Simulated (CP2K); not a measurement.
The C K edge of aminocyclopropane was computed by TDDFT (CP2K XAS_TDP, aug-cc-pVDZ, TDA) at these levels: PBE, PBEh(45%) and PBEh(45%) + GW2X. The first three lines of C2 (bonded to 2 C, N and H) with a strength over 0.0015, energy in eV and strength:

| run | first | second | third |
| --- | --- | --- | --- |
| 1 | 284.80 (0.013) | 285.33 (0.002) | 285.64 (0.005) |
| 2 | 270.07 (0.002) | 271.72 (0.002) | 271.77 (0.002) |
| 3 | 290.62 (0.013) | 291.15 (0.002) | 291.46 (0.005) |

Q: Which run is which?

Run 1: PBEh(45%) (45 % exact exchange). Run 2: PBE (0 % exact exchange). Run 3: PBEh(45%) + GW2X (45 % exact exchange). Self-interaction lifts the core level, so the uncorrected lines rise with the share of exact exchange. The GW2X run keeps the spacings of its parent: 0.53 eV between the first two lines in run 3, 0.53 eV in run 1. Its shift is +5.82 eV, since the Kohn–Sham level at this share of exchange lies that far above the quasiparticle level.

[Hosts, paths, dates, database ids (printed as entryN), source tags and the programs' standing remarks are cut or masked in the printed files.]
